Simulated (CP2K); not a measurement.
Two runs for the F K edge of 1,1,1-trifluoroethane. Run A: CP2K XAS_TDP, all-electron GAPW, PBEh(45%), aug-cc-pVDZ, TDA, no relativity. Run B differs in one setting.

First lines with a strength over 0.0015. A:

```csv
atom,energy (eV),states,"strength, one atom"
"F3 (bonded to C), 3 alike",684.29,1,0.0338
,685.14,1,0.0074
,686.02,1,0.0018
,686.06,1,0.0024
,686.35,1,0.0019
```

B:

```csv
atom,energy (eV),states,"strength, one atom"
"F3 (bonded to C), 3 alike",687.20,1,0.0362
,688.22,1,0.0082
,689.13,1,0.0023
,689.19,1,0.0043
,689.51,1,0.0025
```

Q: Which was it: the functional, the basis, scalar relativity switched on, GW2X switched on?

The functional (functional from PBEh(45%) to BHandHLYP; the lines alone don't name the new value). A functional moves all lines by electronvolts and changes their spacings and strengths. Against PBEh(45%) in aug-cc-pVDZ, the leading line moves by +2.91 eV, to 687.20 eV; the strength of F3's goes from 0.0338 to 0.0362. The next line of F3 over the strength cut lies 1.02 eV higher, against 0.85.

[Banner, clock and machine lines of the logs are left out without a mark of their own.]

[Logs are printed without paths, hosts, clocks, repeated set-up lines and the standing remarks that a program may print on its own settings, such as how far it seeks lower states.]

[Hosts, paths, dates, database ids (printed as entryN), source tags and the programs' standing remarks are cut or masked in the printed files.]
